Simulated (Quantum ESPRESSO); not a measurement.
**Magnetic state of MnCuAs from several starts**

Wanted: the moments of MnCuAs and the energy of each order that was tried.

Program: Quantum ESPRESSO 7.5. Level of theory: PBEsol; plane waves with GBRV 1.5 PBEsol potentials, no spin-orbit coupling. Results are calculated unless marked as measured.

Most raw output is cut from this account.

**1. The structure**

It takes space group Pnma (No. 62, orthorhombic). The conventional cell has a = 6.619 Å, b = 3.858 Å, c = 7.305 Å, α = 90.00°, β = 90.00°, γ = 90.00°. Nearest to Mn lie 5 As at 2.61 to 2.78 Å and 3 Cu at 2.80 to 2.87 Å. Cu has 4 As at 2.46 to 2.52 Å and 2 Cu at 2.66 Å and 3 Mn at 2.80 to 2.87 Å nearest. As has 4 Cu at 2.46 to 2.52 Å and 5 Mn at 2.61 to 2.78 Å nearest. Farther neighbours are not listed.

Coordinates:

```cif
data_structure
_symmetry_space_group_name_H-M 'Pnma'
_symmetry_Int_Tables_number 62
_cell_length_a 6.6195
_cell_length_b 3.8580
_cell_length_c 7.3049
_cell_angle_alpha 90.000
_cell_angle_beta 90.000
_cell_angle_gamma 90.000
_cell_volume 186.55
loop_
_atom_site_label
_atom_site_type_symbol
_atom_site_symmetry_multiplicity
_atom_site_Wyckoff_symbol
_atom_site_fract_x
_atom_site_fract_y
_atom_site_fract_z
_atom_site_occupancy
Mn1 Mn 4 c 0.95839 0.75000 0.18632 1
Cu1 Cu 4 c 0.88016 0.75000 0.56238 1
As1 As 4 c 0.25568 0.75000 0.62055 1
```

The cell comes from Materials Project 2023-11-01, a database of computed structures, and need not be the stable phase.

**2. Run 1 (ferro ++++)**

The signs are those of the starting moments on the seeded atoms, the atoms that are given a moment.

File pw.in:

```
&CONTROL
  calculation = 'scf'
  prefix = 'pwscf'
  outdir = './tmp'
  pseudo_dir = './pseudo'
  disk_io = 'nowf'
/
&SYSTEM
  ibrav = 0
  celldm(1) = 8
  nat = 12
  ntyp = 3
  ecutwfc = 40
  ecutrho = 280
  nbnd = 103
  occupations = 'smearing'
  smearing = 'fd'
  degauss = 0.00734986
  nspin = 2
  starting_magnetization(1) = 0.2333
  starting_magnetization(2) = 0
  starting_magnetization(3) = 0
/
&ELECTRONS
  conv_thr = 2.4d-08
  electron_maxstep = 150
  mixing_beta = 0.3
/
ATOMIC_SPECIES
Mn     54.9380 mn_pbesol_v1.5.uspp.F.UPF
Cu     63.5460 cu_pbesol_v1.2.uspp.F.UPF
As     74.9216 as_pbesol_v1.uspp.F.UPF
CELL_PARAMETERS alat
   1.5636205494858    0.0000000000000    0.0000000000000
   0.0000000000000    0.9113212172858    0.0000000000000
   0.0000000000000    0.0000000000000    1.7255409104435
ATOMIC_POSITIONS crystal
Mn      0.9583900700    0.7500000000    0.1863232200
Mn      0.0416099300    0.2500000000    0.8136767800
Mn      0.4583900700    0.7500000000    0.3136767800
Mn      0.5416099300    0.2500000000    0.6863232200
Cu      0.8801615100    0.7500000000    0.5623762400
Cu      0.1198384900    0.2500000000    0.4376237600
Cu      0.3801615100    0.7500000000    0.9376237600
Cu      0.6198384900    0.2500000000    0.0623762400
As      0.2556784500    0.7500000000    0.6205452400
As      0.7443215400    0.2500000000    0.3794547600
As      0.7556784600    0.7500000000    0.8794547600
As      0.2443215500    0.2500000000    0.1205452400
K_POINTS automatic
4 8 4 0 0 0
```

Command:

```console
$ OMP_NUM_THREADS=1 mpirun -n 4 pw.x -nk 4 -in pw.in > pw.out
```

It took 9.1 min on 4 MPI ranks of Intel Xeon Platinum 8259CL at 2.50GHz (Skylake/Cascade Lake), shared host; peak memory 1.6 GiB.

Spin moment in the atom's sphere by atom:

```tsv
atom	spin moment in the atom's sphere (μB)
Mn1	3.73
Mn2	3.73
Mn3	3.73
Mn4	3.73
Cu5	0.06
Cu6	0.06
Cu7	0.06
Cu8	0.06
As9	0.00
As10	0.00
As11	0.00
As12	0.00
```

Read from the output:

* smearing term TS: 0.2617 eV
* magnetization: 16.08 μB
* absolute magnetization: 16.51 μB
* final state: ferromagnetic

**3. Run 2 (antiferro +−−+)**

pw.in, as its differences from that of step 2:

```diff
@@ -11,6 +11,6 @@
   nat = 12
-  ntyp = 3
+  ntyp = 4
   ecutwfc = 40
   ecutrho = 280
-  nbnd = 103
+  nbnd = 96
   occupations = 'smearing'
@@ -20,4 +20,5 @@
   starting_magnetization(1) = 0.2333
-  starting_magnetization(2) = 0
+  starting_magnetization(2) = -0.2333
   starting_magnetization(3) = 0
+  starting_magnetization(4) = 0
 /
@@ -29,3 +30,4 @@
 ATOMIC_SPECIES
-Mn     54.9380 mn_pbesol_v1.5.uspp.F.UPF
+Mn1    54.9380 mn_pbesol_v1.5.uspp.F.UPF
+Mn2    54.9380 mn_pbesol_v1.5.uspp.F.UPF
 Cu     63.5460 cu_pbesol_v1.2.uspp.F.UPF
@@ -37,6 +39,6 @@
 ATOMIC_POSITIONS crystal
-Mn      0.9583900700    0.7500000000    0.1863232200
-Mn      0.0416099300    0.2500000000    0.8136767800
-Mn      0.4583900700    0.7500000000    0.3136767800
-Mn      0.5416099300    0.2500000000    0.6863232200
+Mn1     0.9583900700    0.7500000000    0.1863232200
+Mn2     0.0416099300    0.2500000000    0.8136767800
+Mn2     0.4583900700    0.7500000000    0.3136767800
+Mn1     0.5416099300    0.2500000000    0.6863232200
 Cu      0.8801615100    0.7500000000    0.5623762400
```

Elapsed: 8.4 min, on 4 MPI ranks; peak memory 1.6 GiB.

Spin moment in the atom's sphere by atom:

```tsv
atom	spin moment in the atom's sphere (μB)
Mn1	3.75
Mn2	-3.75
Mn3	-3.75
Mn4	3.75
Cu5	0.00
Cu6	0.00
Cu7	0.00
Cu8	0.00
As9	0.01
As10	-0.01
As11	-0.01
As12	0.01
```

Numbers from this step:

```yaml
smearing_term_ts: 0.09986 eV
magnetization: 0 μB
absolute_magnetization: 16.55 μB
final_state: antiferromagnetic
```

**4. Start 3: antiferro ++−−**

pw.in, as its differences from that of step 3:

```diff
@@ -40,5 +40,5 @@
 Mn1     0.9583900700    0.7500000000    0.1863232200
-Mn2     0.0416099300    0.2500000000    0.8136767800
+Mn1     0.0416099300    0.2500000000    0.8136767800
 Mn2     0.4583900700    0.7500000000    0.3136767800
-Mn1     0.5416099300    0.2500000000    0.6863232200
+Mn2     0.5416099300    0.2500000000    0.6863232200
 Cu      0.8801615100    0.7500000000    0.5623762400
```

The job ended after 10 min (4 MPI ranks; peak memory 1.6 GiB).

Spin moment in the atom's sphere by atom:

```tsv
atom	spin moment in the atom's sphere (μB)
Mn1	3.75
Mn2	3.75
Mn3	-3.75
Mn4	-3.75
Cu5	0.00
Cu6	0.00
Cu7	0.00
Cu8	0.00
As9	0.01
As10	0.01
As11	-0.01
As12	-0.01
```

Read from the output:

* smearing term TS: 0.1361 eV
* magnetization: 0 μB
* absolute magnetization: 16.55 μB
* final state: antiferromagnetic

**5. Ranking**

An order is kept where moments of 0.15 μB or more survive with the typed signs; meshes match where a doubled cell samples the same k points as the first cell.

Orders:

```tsv
start	final state	typed order kept	energy over the lowest (meV a seeded atom)	largest site moment (μB)	net moment (μB a cell of the first run)	mesh matched	CPU time (s)
ferro ++++	ferromagnetic	yes	182.4	3.731	16.08	yes	2187
antiferro +--+	antiferromagnetic	yes	0	3.746	0	yes	2009
antiferro ++--	antiferromagnetic	yes	54.67	3.754	0	yes	2423
```

**6. Couplings from the energies**

E = −Σ J e·e over ordered pairs of unit vectors, so each pair counts twice. As many shells are taken as there are differences of energy, so the couplings are solved for and no residual tests the model; further shells are folded in, and shells whose pairs keep their relative signs in all orders cancel and are not probed. Couplings from the energies:

```tsv
pair	distance (Å)	neighbours an atom	J (meV)
Mn-Mn	3.382	2	-13.67
Mn-Mn	3.438	2	-31.92
```

**7. Outcome**

- lowest state found: antiferromagnetic (from antiferro +--+)
- largest site moment: 3.75 μB
- next state with moments: antiferromagnetic, 54.7 meV a seeded atom higher
- J of the weightiest shell (Mn-Mn, 3.44 Å; E = −Σ J e·e, ordered pairs): -31.9 meV

In words: The largest moment changes by 0.62 % between the kept orders, as for well localised moments. This is the lowest of 3 collinear or spinless starts, no proof of the ground state. Energies are free energies at an electronic temperature of 1160 K, which lowers moments and differences where the moments are itinerant.

[Logs and program files are shortened in this print: banners, set-up blocks, solver, clock and traceback lines can be left out without a mark of their own.]

[Logs are printed without paths, hosts, clocks, repeated set-up lines and the standing remarks that a program may print on its own settings, such as how far it seeks lower states.]

[Hosts, paths, dates, database ids (printed as entryN), source tags and the programs' standing remarks are cut or masked in the printed files.]

[Where a cell is said to come from a database of computed structures, the database is the Materials Project.]
